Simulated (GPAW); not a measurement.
# Optical response of MoS2

Wanted: where MoS2 starts to absorb, how strongly, and its refractive index. The cell comes from an older database entry, whose edges can differ from later determinations, mostly by under a per cent.

Program: GPAW 26.7.0. Level of theory: DFT, LDA, plane-wave PAW (GPAW data sets), scalar-relativistic, RPA, optical limit. Results are calculated unless marked as measured.

The database entry behind the starting cell differs from later determinations by our own check (about 0.3 % long), so it need not match the best structure at ambient conditions.

## (1) Starting point

Symmetry: P6_3/mmc, No. 194, hexagonal system. Conventional cell: a = 3.169 Å, b = 3.169 Å, c = 12.324 Å, α = 90.00°, β = 90.00°, γ = 120.00°. Mo has 6 S at 2.41 Å nearest. S has 3 Mo at 2.41 Å nearest. Farther neighbours and most contacts between anions are not listed.

As a file:

```cif
data_structure
_symmetry_space_group_name_H-M 'P6_3/mmc'
_symmetry_Int_Tables_number 194
_cell_length_a 3.1690
_cell_length_b 3.1690
_cell_length_c 12.3240
_cell_angle_alpha 90.000
_cell_angle_beta 90.000
_cell_angle_gamma 120.000
_cell_volume 107.18
loop_
_atom_site_label
_atom_site_type_symbol
_atom_site_symmetry_multiplicity
_atom_site_Wyckoff_symbol
_atom_site_fract_x
_atom_site_fract_y
_atom_site_fract_z
_atom_site_occupancy
Mo1 Mo 2 c 0.66667 0.33333 0.75000 1
S1 S 4 f 0.66667 0.33333 0.37700 1
```

## (2) Ground state

First the ground state: is it a metal or has it a gap?

This step: DFT, LDA, plane-wave PAW (GPAW data sets), scalar-relativistic, ground state (GPAW 26.7.0).

gs.py

```python
from ase import Atoms
from ase.dft.bandgap import bandgap
from gpaw import GPAW, PW, FermiDirac

atoms = Atoms(['Mo', 'Mo', 'S', 'S', 'S', 'S'],
              cell=[[3.169000000000, 0.000000000000, 0.000000000000],
                    [-1.584500000000, 2.744434504600, 0.000000000000],
                    [0.000000000000, 0.000000000000, 12.324000000000]],
              scaled_positions=[[0.666666666700, 0.333333333300, 0.750000000000],
                                [0.333333333300, 0.666666666700, 0.250000000000],
                                [0.666666666700, 0.333333333300, 0.377000000000],
                                [0.333333333300, 0.666666666700, 0.877000000000],
                                [0.666666666700, 0.333333333300, 0.123000000000],
                                [0.333333333300, 0.666666666700, 0.623000000000]],
              pbc=[True, True, True])
atoms.calc = GPAW(mode=PW(500), xc='LDA', kpts={'size': (9, 9, 2), 'gamma': True},
                  occupations=FermiDirac(0.05), maxiter=150, txt='gs.txt')
print('energy (eV)', atoms.get_potential_energy())
print('Fermi level (eV)', atoms.calc.get_fermi_level())
print('valence electrons', atoms.calc.get_number_of_electrons())
print('gap (eV)', bandgap(atoms.calc, output=None)[0])
print('direct gap (eV)', bandgap(atoms.calc, direct=True, output=None)[0])
atoms.calc.write('gs.gpw')
```

On the command line:

```console
> OMP_NUM_THREADS=1 python gs.py
```

Numbers of over 12 decimals in the logs are rounded to 6 here.

What it wrote:

```text
__  _  _
 | _ |_)|_||  |
 |__||  | ||/\| - 26.7.0

Versions:
  Python: 3.12.14
  ASE:    3.29.0
  Numpy:  2.5.5
  Scipy:  1.18.1
  Libxc:  7.0.0

Input parameters:
  mode=PW(ecut=500.0),
  kpts=MonkhorstPack(size=(9, 9, 2), gamma=True),
  maxiter=150,
  occupations=Occupations(name='fermi-dirac', width=0.05, fixmagmom=False),
  xc=XC(name='LDA')

Diagonalizing LCAO Hamiltonian
Converting LCAO to pw mode

        S

           Mo
        S

           S
        Mo

           S

Atoms  # Å, Bohr magnetons
|   | symbol |         x |        y |         z |    initial magnetic moments |
| 0 |     Mo |  1.584500 | 0.914812 |  9.243000 | ( 0.0000,  0.0000,  0.0000) |
| 1 |     Mo | -0.000000 | 1.829623 |  3.081000 | ( 0.0000,  0.0000,  0.0000) |
| 2 |      S |  1.584500 | 0.914812 |  4.646148 | ( 0.0000,  0.0000,  0.0000) |
| 3 |      S | -0.000000 | 1.829623 | 10.808148 | ( 0.0000,  0.0000,  0.0000) |
| 4 |      S |  1.584500 | 0.914812 |  1.515852 | ( 0.0000,  0.0000,  0.0000) |
| 5 |      S | -0.000000 | 1.829623 |  7.677852 | ( 0.0000,  0.0000,  0.0000) |

Unit cell  # Å
| periodic |         x |        y |         z |   lengths |     angles |
|      yes |  3.169000 | 0.000000 |  0.000000 |  3.169000 |  90.000000 |
|      yes | -1.584500 | 2.744435 |  0.000000 |  3.169000 |  90.000000 |
|      yes |  0.000000 | 0.000000 | 12.324000 | 12.324000 | 120.000000 |

Number of symmetries: 12
Symmetry operations  # r_c * U_cc + t_c -> r_c
|    | kind |            matrix            |
|  0 |  σ   |  1, 1, 0,  0,-1, 0,  0, 0, 1 |
|  1 |  S6  |  1, 1, 0, -1, 0, 0,  0, 0,-1 |
|  2 |  E   |  1, 0, 0,  0, 1, 0,  0, 0, 1 |
|  3 |  C2  |  1, 0, 0, -1,-1, 0,  0, 0,-1 |
|  4 |  C2  |  0, 1, 0,  1, 0, 0,  0, 0,-1 |
|  5 |  C3  |  0, 1, 0, -1,-1, 0,  0, 0, 1 |
|  6 |  S6  |  0,-1, 0,  1, 1, 0,  0, 0,-1 |
|  7 |  σ   |  0,-1, 0, -1, 0, 0,  0, 0, 1 |
|  8 |  σ   | -1, 0, 0,  1, 1, 0,  0, 0, 1 |
|  9 |  i   | -1, 0, 0,  0,-1, 0,  0, 0,-1 |
| 10 |  C3  | -1,-1, 0,  1, 0, 0,  0, 0, 1 |
| 11 |  C2  | -1,-1, 0,  0, 1, 0,  0, 0,-1 |

BZ-sampling:
  Number of BZ points: 162
  Number of IBZ points: 24

  Monkhorst-Pack size: [9, 9, 2]
  Monkhorst-Pack shift: [0.0, 0.0, 0.25]

K-points  # in reciprocal-cell coordinates
|     |                                coordinates |     weight |
|   0 | (  0.00000000,   0.00000000,   0.00000000) | 0.00617284 |
|   1 | (  0.00000000,   0.00000000,   0.50000000) | 0.00617284 |
|   2 | (  0.11111111,   0.00000000,   0.00000000) | 0.03703704 |
|   3 | (  0.11111111,   0.00000000,   0.50000000) | 0.03703704 |
|   4 | (  0.22222222,  -0.11111111,   0.00000000) | 0.03703704 |
|   5 | (  0.22222222,  -0.11111111,   0.50000000) | 0.03703704 |
|   6 | (  0.22222222,   0.00000000,   0.00000000) | 0.03703704 |
|   7 | (  0.22222222,   0.00000000,   0.50000000) | 0.03703704 |
|   8 | (  0.33333333,  -0.11111111,   0.00000000) | 0.07407407 |
|   9 | (  0.33333333,  -0.11111111,   0.50000000) | 0.07407407 |
| ... |                                            |            |
|  23 | (  0.44444444,   0.44444444,   0.50000000) | 0.03703704 |

Plane wave coefficients: 2739
Cutoff: 500.0 eV

Spin-components: 1 (collinear spins)
Bands:           36
Projectors:      32
Spin-degeneracy: 2
Datatype:        complex128

Parallelization:
  kpt:    1
  domain: 1
  band:   1

Density:
  Valence electrons: 52.0
  Components: 1
  Grid points: [18 18 64]
  Charge: 0.0  # |e|

Potential:
  Grid points: [18 18 64]

species:
  Mo:
    name:    Molybdenum
    id:
    Z:       42.0
    valence: 14
    core:    28
    charge:  0.0  # [|e|]
    compensation charges:
      type: gauss
      rc: 0.38  # [Å]
      lmax: 2
    cutoffs:
      filter: 2.16  # [Å]
      core: 1.42  # [Å]
    projectors
    | kind |    occ | energy [eV] | rcut [Å] |
    |   4s |  2.000 |     -64.384 |    1.238 |
    |   5s |  1.000 |      -4.319 |    1.238 |
    |   4p |  6.000 |     -38.595 |    1.296 |
    |   5p |  0.000 |      -1.161 |    1.296 |
    |   4d |  5.000 |      -3.933 |    1.296 |
    |    d |        |      23.278 |    1.296 |

    Using partial waves for Mo as LCAO basis

  S:
    name:    Sulfur
    id:
    Z:       16.0
    valence: 6
    core:    10
    charge:  0.0  # [|e|]
    compensation charges:
      type: gauss
      rc: 0.24  # [Å]
      lmax: 2
    cutoffs:
      filter: 1.77  # [Å]
      core: 1.66  # [Å]
    projectors
    | kind |    occ | energy [eV] | rcut [Å] |
    |   3s |  2.000 |     -17.278 |    0.974 |
    |   3p |  4.000 |      -7.106 |    0.979 |
    |    s |        |       9.933 |    0.974 |
    |    p |        |      20.105 |    0.979 |
    |    d |        |       0.000 |    0.900 |

    Using partial waves for S as LCAO basis

Reference energy: -263337.961849  # eV

eigensolver:
  PPCG
  Converge bands: occupied
  niter=2

density mixing:
  MSR1-Mixer
  Pratt-step length: 0.05
  Maximum mixing coefficient: 0.75
  Old densities: 10
  SVD Regularization: 0.005
  Good broyden scale: 1.0
  Trust region scale: 1.0
  Backstep threshold: 4.0
  History deletion threshold: 6.0
  Fourier metric: weight=20.0, sigma=0.015

occupation numbers:
  Fermi-Dirac:
    width: 0.0500  # eV

poisson solver:
  ecut: 4000.0  # eV

xc functional:
  name: None

convergence criteria:
- Maximum [total energy] change in last 3 cyles: 0.0005 eV / valence electron
- Maximum integral of absolute [dens]ity change: 0.0001 electrons / valence electron
- Maximum integral of absolute [eigenst]ate change: 4e-08 eV^2 / valence electron
maximum number of iterations: 150

SCF iterations
|iter     |      energy | eigst |  dens |
|iter:   1||  -52.817501 | +0.39 |       |
|iter:   2||  -51.844846 | -1.23 | -0.99 |
|iter:   3||  -49.765004 | -0.98 | -1.06 |
|iter:   4||  -49.644017 | -1.83 | -1.48 |
|iter:   5||  -49.638951 | -2.69 | -1.83 |
|iter:   6||  -49.629162c| -3.19 | -2.20 |
|iter:   7||  -49.629168c| -4.88 | -3.15 |
|iter:   8||  -49.629170c| -6.07 | -3.60 |
|iter:   9||  -49.629170c| -7.21 | -4.37c|
|iter:  10||  -49.629170c| -7.92c| -4.94c|

Converged in 10 steps
SCF loop duration: 43.748 s (4.375 s/step)
Energy contributions relative to reference atoms: (reference = -263337.961849)

Energy contributions:
  Kinetic:          -7.780612
  Coulomb:          -5.040238
  Zero:             -0.271207
  External:          0.000000
  Xc:              -36.537109
  Entropy:          -0.000007
  Spinorbit:         0.000000
  ----------------------------
  Free energy:     -49.629173
  Extrapolated:    -49.629170

dipole moment: (0.000001, 0.000002, 0.000007)  # |e|*Ang

Fermi level: 8.325
Eigenvalues  # (at kpt = [0.000, 0.000, 0.000])
| band index |      eig [eV] | occ [0-2] |
|          0 |       -53.474 |     2.000 |
|        ... |               |           |
|         18 |         4.693 |     2.000 |
|         19 |         5.777 |     2.000 |
|         20 |         5.777 |     2.000 |
|         21 |         5.824 |     2.000 |
|         22 |         5.824 |     2.000 |
|         23 |         6.750 |     2.000 |
|         24 |         6.787 |     2.000 |
|         25 |         7.946 |     1.999 |
|         26 |        10.024 |     0.000 |
|         27 |        10.024 |     0.000 |
|         28 |        10.052 |     0.000 |
|         29 |        10.052 |     0.000 |
|         30 |        10.200 |     0.000 |
|         31 |        10.200 |     0.000 |
|         32 |        10.375 |     0.000 |
|         33 |        10.375 |     0.000 |
|        ... |               |           |
|         35 |        13.529 |     0.000 |

Gap: 0.887 eV
Transition (v -> c):
  (s=0, k=0, n=25, [0.00, 0.00, 0.00]) -> (s=0, k=8, n=26, [0.33, -0.11, 0.00])
Direct/indirect transitions are different
Direct gap: 1.636 eV
Transition at: (s=0, k=12, n=25, [0.33, 0.33, 0.00])

--- standard output ---
energy (eV) -49.629170
Fermi level (eV) 8.324724
valence electrons 52.0
gap (eV) 0.886796
direct gap (eV) 1.636143
```

Wall time 47 s (1 thread of Arm Neoverse V1, shared host); peak memory 0.21 GiB.

This step gave:

* energy: -49.63 eV
* Fermi energy: 8.325 eV
* gap on the k-mesh: 0.8868 eV
* direct gap on the mesh: 1.636 eV
* electrons: 52

There is a gap, 0.89 eV on this mesh (points off the mesh can give less), so no carriers' term is needed.

## (3) Bands for the response

The response needs many more empty bands than the density does.

This step: DFT, LDA, plane-wave PAW (GPAW data sets), scalar-relativistic, bands at fixed density (GPAW 26.7.0).

nscf.py

```python
from ase.dft.bandgap import bandgap
from gpaw import GPAW, FermiDirac

calc = GPAW('gs.gpw').fixed_density(kpts={'size': (12, 12, 3), 'gamma': True}, nbands=80, convergence={'bands': 74},
                                    occupations=FermiDirac(0.001), txt='nscf.txt')
print('gap (eV)', bandgap(calc, output=None)[0])
print('direct gap (eV)', bandgap(calc, direct=True, output=None)[0])
print('top band over the Fermi level (eV)', min(calc.get_eigenvalues(kpt=k)[73] for k in range(len(calc.get_ibz_k_points()))) - calc.get_fermi_level())
calc.write('full.gpw', mode='all')
```

On the command line:

```console
> OMP_NUM_THREADS=1 python nscf.py
```

What it wrote:

```text
Diagonalizing LCAO Hamiltonian
Converting LCAO to pw mode
convergence criteria:
- Maximum integral of absolute [eigenst]ate change: 4e-08 eV^2 / valence electron
maximum number of iterations: 150

SCF iterations
|iter     |      energy | eigst |  dens |
|iter:   1||             | +3.32 |       |
|iter:   2||             | +2.17 |       |
|iter:   3||             | +1.30 |       |
|iter:   4||             | +0.51 |       |
|iter:   5||             | -0.02 |       |
|iter:   6||             | -0.50 |       |
|iter:   7||             | -0.95 |       |
|iter:   8||             | -1.37 |       |
|iter:   9||             | -1.83 |       |
|iter:  10||             | -2.27 |       |
|iter:  11||             | -2.73 |       |
|iter:  12||             | -3.19 |       |
|iter:  13||             | -3.66 |       |
|iter:  14||             | -4.13 |       |
|iter:  15||             | -4.63 |       |
|iter:  16||             | -5.09 |       |
|iter:  17||             | -5.59 |       |
|iter:  18||             | -6.04 |       |
|iter:  19||             | -6.51 |       |
|iter:  20||             | -6.92 |       |
|iter:  21||             | -7.33 |       |
|iter:  22||             | -7.66c|       |
SCF steps: 22
  __  _  _
 | _ |_)|_||  |
 |__||  | ||/\| - 26.7.0

Versions:
  Python: 3.12.14
  ASE:    3.29.0
  Numpy:  2.5.5
  Scipy:  1.18.1
  Libxc:  7.0.0

Input parameters:
  mode=PW(ecut=500.0),
  convergence={'bands': 74},
  gpts=array([18, 18, 64]),
  kpts=MonkhorstPack(size=(12, 12, 3), gamma=True),
  maxiter=150,
  nbands=80,
  occupations=Occupations(name='fermi-dirac', width=0.001, fixmagmom=False),
  parallel={},
  xc=XC(name='LDA')

--- standard output ---
gap (eV) 0.809349
direct gap (eV) 1.636143
top band over the Fermi level (eV) 23.424819
```

Elapsed: 7.2 min, on 1 thread; peak memory 0.39 GiB.

Numbers from this step:

```
gap on the k-mesh : 0.8093 eV
```

[end of part 1 of 2]

[Machine, clock and banner lines and Python warnings are left out of the logs.]

[Logs are printed without paths, hosts, clocks, repeated set-up lines and the standing remarks that a program may print on its own settings, such as how far it seeks lower states.]

[Hosts, paths, dates, database ids (printed as entryN), source tags and the programs' standing remarks are cut or masked in the printed files.]
